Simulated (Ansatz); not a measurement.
# Elastic response of glassy 47P2O5-53CaO (mol %) (83 atoms), part 3 of 4

How stiff is glassy 47P2O5-53CaO (mol %) (83 atoms), and how do its levels respond to strain?

Ansatz 0.2.0; Kohn-Sham DFT, PBE, PAW (set soft_2), plane waves.

The cell: 18 P, 10 Ca and 55 O. The quench rate of 500 K/ps far exceeds what a furnace or splat quench reaches. The network of bonds at the start is that of the classical potential that made the cell. Sampling is at Γ alone.

So far. Step 8 (Volume +6 %): The relaxation converged after 11 steps, 1.28 eV below its start, with a largest force component of 0.045 eV/Å. Step 8 (Volume +6 %): Volume +6 %: the energy stands 0.394 eV above that of the reference, at a pressure of -1.80 GPa.

### Step 9. Volume -10 %

The relaxed cell is scaled to another volume.

File input.yaml:

```yaml
crystal:
  lattice:
    - [10.43126, -0.1441, 0.00739]
    - [-0.1441, 10.28407, -0.13258]
    - [0.00739, -0.13258, 9.84849]
  atoms:
    [... the 83 atom lines of step 4 ...]
kpoints:
  mp_grid: { grid: [1, 1, 1] }
hamiltonian:
  xc: pbe
scf:
  occupations: { method: fixed }
output:
  forces: true
  eigenvalues: true
  stress: true
relax:
  f_tol: 0.05
  max_steps: 70
```

The run is started by

```console
$ ansatz run input.yaml --threads 4 --pin off --max-ram 8192MiB --backend cpu --events-out ev --progress --plain --runs-dir out
```

Numbers of over 12 decimals in the logs are rounded to 6 here.

The program printed:

```text
[...]
Crystal: 83 atoms, lattice volume = 1056.117 Å³
Basis set: ecut = 420 eV, 20659 PW (Γ), exchange–correlation on 144×144×144 points (8 copies of the dense FFT grid, shifted against one another)
Bands: 343, of which v1, the nominal top of the filled ones, is band 260 counted from 1 (259 counted from 0)
Symmetry: 1 space group operations
[...]
k-points: 1
[...]
SCF iter   1: F=—  HF=-63042.364804 eV  |F-HF|=—  |Δ(HF+E_count)|=         —  Δρ=2.55e-3  dr2=6.96e-2  ethr=1.77e-3  ⟨swp⟩=8.0  Hψ=1353  notcnv=0  defer=80
[...]
SCF iter   5: F=—  HF=-63042.370843 eV  |F-HF|=—  |Δ(HF+E_count)|=   1.88e-5  Δρ=8.92e-5  dr2=7.78e-5  ethr=6.70e-8  ⟨swp⟩=3.0  Hψ=479  notcnv=0  defer=81
SCF iter   6: F=-63042.370840 eV  HF=-63042.370841 eV  |F-HF|=1.36e-6  |Δ(HF+E_count)|=   1.46e-6  Δρ=3.29e-5  dr2=9.05e-6  ethr=1.20e-8  ⟨swp⟩=25.0  Hψ=3158  notcnv=0
SCF 1 converged in 6 iterations: F = -63042.370840 eV  dr2 = 9.05e-6
[...]
relax step   1: F+E_penalty+E_count = -63042.37084007 eV  Δ(F+E_penalty+E_count) = +0.000e0 eV  max|allowed force component| = 3.361e0 eV/Å  Δτ_max = 0.0000 Å  (6 SCF iters, dr2 threshold 6.25e-5 eV, accepted)
[...]
relax step   2: F+E_penalty+E_count = -63045.21949709 eV  Δ(F+E_penalty+E_count) = -2.849e0 eV  max|allowed force component| = 1.559e0 eV/Å  Δτ_max = 0.1151 Å  (6 SCF iters, dr2 threshold 1.00e-4 eV, accepted)
[...]
relax step   3: F+E_penalty+E_count = -63046.49517968 eV  Δ(F+E_penalty+E_count) = -1.276e0 eV  max|allowed force component| = 6.522e-1 eV/Å  Δτ_max = 0.1367 Å  (6 SCF iters, dr2 threshold 1.00e-4 eV, accepted)
relax step   4: F+E_penalty+E_count = -63046.22398608 eV  Δ(F+E_penalty+E_count) = +2.712e-1 eV  max|allowed force component| = 2.467e0 eV/Å  Δτ_max = 0.2000 Å  (7 SCF iters, dr2 threshold 7.45e-5 eV, rejected (line search))
relax step   5: F+E_penalty+E_count = -63046.69218831 eV  Δ(F+E_penalty+E_count) = -1.970e-1 eV  max|allowed force component| = 2.880e-1 eV/Å  Δτ_max = 0.1000 Å  (10 SCF iters, accepted)
relax step   6: F+E_penalty+E_count = -63046.74762119 eV  Δ(F+E_penalty+E_count) = -5.543e-2 eV  max|allowed force component| = 3.319e-1 eV/Å  Δτ_max = 0.0967 Å  (7 SCF iters, dr2 threshold 1.45e-5 eV, accepted)
relax step   7: F+E_penalty+E_count = -63046.78850524 eV  Δ(F+E_penalty+E_count) = -4.088e-2 eV  max|allowed force component| = 1.941e-1 eV/Å  Δτ_max = 0.1500 Å  (7 SCF iters, dr2 threshold 2.15e-5 eV, accepted)
relax step   8: F+E_penalty+E_count = -63046.78847867 eV  Δ(F+E_penalty+E_count) = +2.658e-5 eV  max|allowed force component| = 2.069e-1 eV/Å  Δτ_max = 0.2000 Å  (7 SCF iters, dr2 threshold 1.29e-5 eV, rejected (line search))
relax step   9: F+E_penalty+E_count = -63046.78850674 eV  Δ(F+E_penalty+E_count) = -1.500e-6 eV  max|allowed force component| = 1.946e-1 eV/Å  Δτ_max = 0.0000 Å  (10 SCF iters, accepted)
relax step  10: F+E_penalty+E_count = -63046.78856995 eV  Δ(F+E_penalty+E_count) = -6.321e-5 eV  max|allowed force component| = 2.078e-1 eV/Å  Δτ_max = 0.2000 Å  (7 SCF iters, dr2 threshold 1.29e-5 eV, accepted)
relax step  11: F+E_penalty+E_count = -63046.81285314 eV  Δ(F+E_penalty+E_count) = -2.428e-2 eV  max|allowed force component| = 1.140e-1 eV/Å  Δτ_max = 0.1021 Å  (6 SCF iters, dr2 threshold 4.32e-5 eV, accepted)
relax step  12: F+E_penalty+E_count = -63046.78865515 eV  Δ(F+E_penalty+E_count) = +2.420e-2 eV  max|allowed force component| = 2.639e-1 eV/Å  Δτ_max = 0.2000 Å  (8 SCF iters, dr2 threshold 3.91e-6 eV, rejected (line search))
relax step  13: F+E_penalty+E_count = -63046.82282999 eV  Δ(F+E_penalty+E_count) = -9.977e-3 eV  max|allowed force component| = 6.763e-2 eV/Å  Δτ_max = 0.0894 Å  (9 SCF iters, accepted)
relax step  14: F+E_penalty+E_count = -63046.82513805 eV  Δ(F+E_penalty+E_count) = -2.308e-3 eV  max|allowed force component| = 5.684e-2 eV/Å  Δτ_max = 0.0503 Å  (9 SCF iters, accepted)
[...]
relax step  15: F+E_penalty+E_count = -63046.82745016 eV  Δ(F+E_penalty+E_count) = -2.312e-3 eV  max|allowed force component| = 4.713e-2 eV/Å  Δτ_max = 0.0157 Å  (7 SCF iters, accepted)
SCF converged after 7 iterations
Free energy (F): -63046.827450 eV
[...]
Internal energy: -63046.827450 eV  (E = F + TS)
E sigma→0 (E₀):  -63046.827450 eV
Fermi energy:    4.487056 eV
[...]
Σ components = -63046.827450   (vs F -63046.827450, Δ=0.00e0)
--- Forces (eV/Å), atoms counted from 1 ---
  atom   1  P      0.03000225     0.00879768    -0.02947537
  atom   2  P      0.01610437    -0.02805815     0.01137822
  atom   3  P     -0.00604887    -0.00768789     0.00402178
  atom   4  P     -0.03061299     0.01941757    -0.03021635
[...]
atom  83  O     -0.00151921    -0.00020500     0.00066182
  max |Σ_I F_I| component: 5.00e-5 eV/Å
--- Stress (GPa, compression-positive) ---
        5.482621       0.236744       0.049742
        0.236743       4.971849       0.965691
        0.049740       0.965691       5.741723
  P = ⅓ Tr σ = 5.3987 GPa (53.987 kbar)
--- Band table (eV) ---
[...]
--- Relaxed structure (15 steps of the walk, 12 accepted, 0 SCFs on fresh bases) ---
  F+E_penalty+E_count = -63046.82745016 eV   max|allowed force component| = 4.713e-2 eV/Å
  atoms:
    - { symbol: P, position: [0.908091, 0.524303, 0.450359] }
    - { symbol: P, position: [0.524951, 0.427297, 0.385064] }
    - { symbol: P, position: [0.563483, 0.219563, 0.779631] }
    - { symbol: P, position: [0.861557, 0.934677, 0.653428] }
[...]
- { symbol: O, position: [0.190770, 0.181965, 0.725187] }
```

It took 3.2 min on 4 threads of Arm Neoverse V1, shared host; peak memory 1.3 GiB; 12 min of CPU time.

The relaxation converged after 15 steps, 4.46 eV below its start, with a largest force component of 0.047 eV/Å.

Volume -10 %: the energy stands 1.81 eV above that of the reference, at a pressure of 5.40 GPa.

### Step 10. Stretched by 1 % along x

The relaxed cell is strained along x alone, which gives the stiffness along x and its coupling to y and z.

input.yaml, the sections that differ from step 9:

```yaml
crystal:
  lattice:
    - [10.91216, -0.14925, 0.00765]
    - [-0.15074, 10.65167, -0.13732]
    - [0.00773, -0.13732, 10.20052]
  atoms:
    [... the 83 atom lines of step 4 ...]
# kpoints, hamiltonian, scf, output, relax: as in step 9
```

The program printed:

```text
[...]
Crystal: 83 atoms, lattice volume = 1185.199 Å³
Basis set: ecut = 420 eV, 23145 PW (Γ), exchange–correlation on 150×144×144 points (8 copies of the dense FFT grid, shifted against one another)
Bands: 343, of which v1, the nominal top of the filled ones, is band 260 counted from 1 (259 counted from 0)
Symmetry: 1 space group operations
[...]
k-points: 1
[...]
SCF iter   1: F=—  HF=-63048.539357 eV  |F-HF|=—  |Δ(HF+E_count)|=         —  Δρ=2.17e-3  dr2=6.54e-2  ethr=1.77e-3  ⟨swp⟩=8.0  Hψ=1355  notcnv=0  defer=80
[...]
SCF iter   6: F=-63048.541449 eV  HF=-63048.541454 eV  |F-HF|=5.56e-6  |Δ(HF+E_count)|=   5.02e-6  Δρ=4.05e-5  dr2=1.55e-5  ethr=1.20e-8  ⟨swp⟩=25.0  Hψ=3040  notcnv=0
SCF 1 converged in 6 iterations: F = -63048.541449 eV  dr2 = 1.55e-5
[...]
relax step   1: F+E_penalty+E_count = -63048.54144852 eV  Δ(F+E_penalty+E_count) = +0.000e0 eV  max|allowed force component| = 7.257e-1 eV/Å  Δτ_max = 0.0000 Å  (6 SCF iters, dr2 threshold 6.25e-5 eV, accepted)
[...]
relax step   2: F+E_penalty+E_count = -63048.58902213 eV  Δ(F+E_penalty+E_count) = -4.757e-2 eV  max|allowed force component| = 3.819e-1 eV/Å  Δτ_max = 0.0202 Å  (5 SCF iters, dr2 threshold 3.29e-5 eV, accepted)
[...]
relax step   3: F+E_penalty+E_count = -63048.61439809 eV  Δ(F+E_penalty+E_count) = -2.538e-2 eV  max|allowed force component| = 8.711e-2 eV/Å  Δτ_max = 0.0318 Å  (6 SCF iters, dr2 threshold 9.12e-6 eV, accepted)
relax step   4: F+E_penalty+E_count = -63048.59332734 eV  Δ(F+E_penalty+E_count) = +2.107e-2 eV  max|allowed force component| = 4.294e-1 eV/Å  Δτ_max = 0.1133 Å  (9 SCF iters, rejected (line search))
relax step   5: F+E_penalty+E_count = -63048.62133959 eV  Δ(F+E_penalty+E_count) = -6.942e-3 eV  max|allowed force component| = 6.895e-2 eV/Å  Δτ_max = 0.0552 Å  (9 SCF iters, accepted)
relax step   6: F+E_penalty+E_count = -63048.62204250 eV  Δ(F+E_penalty+E_count) = -7.029e-4 eV  max|allowed force component| = 6.657e-2 eV/Å  Δτ_max = 0.0215 Å  (8 SCF iters, accepted)
relax step   7: F+E_penalty+E_count = -63048.60361999 eV  Δ(F+E_penalty+E_count) = +1.842e-2 eV  max|allowed force component| = 1.288e-1 eV/Å  Δτ_max = 0.1500 Å  (7 SCF iters, dr2 threshold 2.78e-6 eV, rejected (line search))
[...]
relax step   8: F+E_penalty+E_count = -63048.62672979 eV  Δ(F+E_penalty+E_count) = -4.687e-3 eV  max|allowed force component| = 3.414e-2 eV/Å  Δτ_max = 0.0443 Å  (9 SCF iters, accepted)
SCF converged after 9 iterations
Free energy (F): -63048.626730 eV
[...]
Internal energy: -63048.626730 eV  (E = F + TS)
E sigma→0 (E₀):  -63048.626730 eV
Fermi energy:    3.374389 eV
[...]
--- Forces (eV/Å), atoms counted from 1 ---
  atom   1  P     -0.01945256    -0.02072415    -0.01827546
  atom   2  P      0.00709563    -0.01080196    -0.02259279
  atom   3  P     -0.01268906    -0.00645848     0.03413662
  atom   4  P     -0.02027722     0.01373198     0.03361185
  atom   5  P      0.00446802    -0.01301047     0.00121127
  atom   6  P      0.00283287    -0.00600509    -0.00190099
  atom   7  P     -0.01112262    -0.00288707    -0.01980416
  atom   8  P     -0.01166022    -0.02285677     0.00737768
  atom   9  P      0.01404039     0.00792301    -0.00389479
  atom  10  P     -0.01288810     0.00436349    -0.01621943
  atom  11  P      0.01211627    -0.00651890    -0.00133057
  atom  12  P      0.00584403    -0.00778560     0.02205790
  atom  13  P     -0.00425994     0.01143037    -0.00029513
  atom  14  P     -0.01273462     0.02759024    -0.01526552
[...]
atom  82  O      0.01213112     0.01260438     0.00665795
  atom  83  O     -0.01112100     0.00149684     0.00168499
  max |Σ_I F_I| component: 7.33e-5 eV/Å
--- Stress (GPa, compression-positive) ---
       -0.536289      -0.153255       0.091755
       -0.153254      -0.179798      -0.114411
        0.091755      -0.114412      -0.336848
  P = ⅓ Tr σ = -0.3510 GPa (-3.510 kbar)
--- Band table (eV) ---
[...]
--- Relaxed structure (8 steps of the walk, 6 accepted, 0 SCFs on fresh bases) ---
  F+E_penalty+E_count = -63048.62672979 eV   max|allowed force component| = 3.414e-2 eV/Å
  atoms:
    - { symbol: P, position: [0.929989, 0.531141, 0.441408] }
    - { symbol: P, position: [0.523965, 0.431198, 0.402759] }
    - { symbol: P, position: [0.565084, 0.213581, 0.778221] }
    - { symbol: P, position: [0.850571, 0.924744, 0.652826] }
[...]
- { symbol: O, position: [0.175809, 0.177615, 0.723782] }
```

Run time: 2 min. Hardware: 4 threads; peak memory 1.4 GiB.

The relaxation converged after 8 steps, 0.0853 eV below its start, with a largest force component of 0.034 eV/Å.

Stretched by 1 % along x: the energy stands 0.0113 eV above that of the reference, at a pressure of -0.351 GPa.

### Step 11. Compressed by 1 % along x

The relaxed cell is strained along x alone, which gives the stiffness along x and its coupling to y and z.

input.yaml, the sections that differ from step 10:

```yaml
crystal:
  lattice:
    - [10.69608, -0.14925, 0.00765]
    - [-0.14776, 10.65167, -0.13732]
    - [0.00757, -0.13732, 10.20052]
  atoms:
    [... the 83 atom lines of step 4 ...]
# kpoints, hamiltonian, scf, output, relax: as in step 10
```

The program printed:

```text
[...]
Crystal: 83 atoms, lattice volume = 1161.730 Å³
Basis set: ecut = 420 eV, 22697 PW (Γ), exchange–correlation on 144×144×144 points (8 copies of the dense FFT grid, shifted against one another)
Bands: 343, of which v1, the nominal top of the filled ones, is band 260 counted from 1 (259 counted from 0)
Symmetry: 1 space group operations
[...]
k-points: 1
[...]
SCF iter   1: F=—  HF=-63048.530754 eV  |F-HF|=—  |Δ(HF+E_count)|=         —  Δρ=2.21e-3  dr2=6.43e-2  ethr=1.77e-3  ⟨swp⟩=8.0  Hψ=1354  notcnv=0  defer=80
[...]
SCF iter   6: F=-63048.537015 eV  HF=-63048.537018 eV  |F-HF|=3.63e-6  |Δ(HF+E_count)|=   1.26e-6  Δρ=3.94e-5  dr2=1.42e-5  ethr=1.20e-8  ⟨swp⟩=25.0  Hψ=3078  notcnv=0
SCF 1 converged in 6 iterations: F = -63048.537015 eV  dr2 = 1.42e-5
[...]
relax step   1: F+E_penalty+E_count = -63048.53701465 eV  Δ(F+E_penalty+E_count) = +0.000e0 eV  max|allowed force component| = 7.773e-1 eV/Å  Δτ_max = 0.0000 Å  (6 SCF iters, dr2 threshold 6.25e-5 eV, accepted)
[...]
relax step   2: F+E_penalty+E_count = -63048.58784755 eV  Δ(F+E_penalty+E_count) = -5.083e-2 eV  max|allowed force component| = 3.947e-1 eV/Å  Δτ_max = 0.0192 Å  (5 SCF iters, dr2 threshold 3.78e-5 eV, accepted)
[...]
relax step   3: F+E_penalty+E_count = -63048.61359271 eV  Δ(F+E_penalty+E_count) = -2.575e-2 eV  max|allowed force component| = 8.338e-2 eV/Å  Δτ_max = 0.0270 Å  (6 SCF iters, dr2 threshold 9.74e-6 eV, accepted)
relax step   4: F+E_penalty+E_count = -63048.58675873 eV  Δ(F+E_penalty+E_count) = +2.683e-2 eV  max|allowed force component| = 2.460e-1 eV/Å  Δτ_max = 0.0978 Å  (9 SCF iters, rejected (line search))
relax step   5: F+E_penalty+E_count = -63048.61809260 eV  Δ(F+E_penalty+E_count) = -4.500e-3 eV  max|allowed force component| = 6.327e-2 eV/Å  Δτ_max = 0.0360 Å  (9 SCF iters, accepted)
relax step   6: F+E_penalty+E_count = -63048.60883535 eV  Δ(F+E_penalty+E_count) = +9.257e-3 eV  max|allowed force component| = 1.082e-1 eV/Å  Δτ_max = 0.0766 Å  (9 SCF iters, rejected (line search))
relax step   7: F+E_penalty+E_count = -63048.61947576 eV  Δ(F+E_penalty+E_count) = -1.383e-3 eV  max|allowed force component| = 5.224e-2 eV/Å  Δτ_max = 0.0287 Å  (8 SCF iters, accepted)
[...]
relax step   8: F+E_penalty+E_count = -63048.62033271 eV  Δ(F+E_penalty+E_count) = -8.570e-4 eV  max|allowed force component| = 2.641e-2 eV/Å  Δτ_max = 0.0500 Å  (8 SCF iters, accepted)
SCF converged after 8 iterations
Free energy (F): -63048.620333 eV
[...]
Internal energy: -63048.620333 eV  (E = F + TS)
E sigma→0 (E₀):  -63048.620333 eV
Fermi energy:    3.574180 eV
[...]
--- Forces (eV/Å), atoms counted from 1 ---
  atom   1  P     -0.01796907     0.00030954    -0.00313439
  atom   2  P      0.01016314     0.00802606     0.00645137
  atom   3  P      0.00023999     0.00112974     0.00412761
  atom   4  P     -0.01563436    -0.01817968     0.00524409
  atom   5  P      0.00608277     0.00457041     0.00473815
  atom   6  P     -0.02029371    -0.01767141     0.00940836
  atom   7  P      0.00115043     0.01657145     0.00353078
  atom   8  P     -0.00429917     0.00186292     0.00528804
  atom   9  P     -0.00668401    -0.00232096     0.00076761
  atom  10  P      0.00034160    -0.00872000    -0.00985452
  atom  11  P      0.00321403    -0.00257632     0.00154119
  atom  12  P     -0.00372542    -0.00230447    -0.00162372
  atom  13  P     -0.02060193     0.01463367     0.00430969
  atom  14  P     -0.00762265     0.02112386    -0.01982402
[...]
atom  82  O     -0.00792585     0.00034977    -0.01144872
  atom  83  O      0.00288488    -0.00197020    -0.00346315
  max |Σ_I F_I| component: 1.77e-4 eV/Å
--- Stress (GPa, compression-positive) ---
        0.686912       0.059287      -0.041793
        0.059288       0.257112       0.049954
       -0.041794       0.049953       0.284970
  P = ⅓ Tr σ = 0.4097 GPa (4.097 kbar)
--- Band table (eV) ---
[...]
--- Relaxed structure (8 steps of the walk, 6 accepted, 0 SCFs on fresh bases) ---
  F+E_penalty+E_count = -63048.62033271 eV   max|allowed force component| = 2.641e-2 eV/Å
  atoms:
    - { symbol: P, position: [0.921731, 0.531544, 0.442385] }
    - { symbol: P, position: [0.522125, 0.428712, 0.396942] }
    - { symbol: P, position: [0.565483, 0.217090, 0.779773] }
    - { symbol: P, position: [0.854893, 0.927331, 0.654993] }
[...]
- { symbol: O, position: [0.181452, 0.179718, 0.726742] }
```

The job ended after 1.8 min (4 threads; peak memory 1.4 GiB).

The relaxation converged after 8 steps, 0.0833 eV below its start, with a largest force component of 0.026 eV/Å.

Compressed by 1 % along x: the energy stands 0.0177 eV above that of the reference, at a pressure of 0.410 GPa.

(Part 3 of 4 ends here.)

[Logs are printed without paths, hosts, clocks, repeated set-up lines and the standing remarks that a program may print on its own settings, such as how far it seeks lower states.]

[Hosts, paths, dates, database ids (printed as entryN), source tags and the programs' standing remarks are cut or masked in the printed files.]
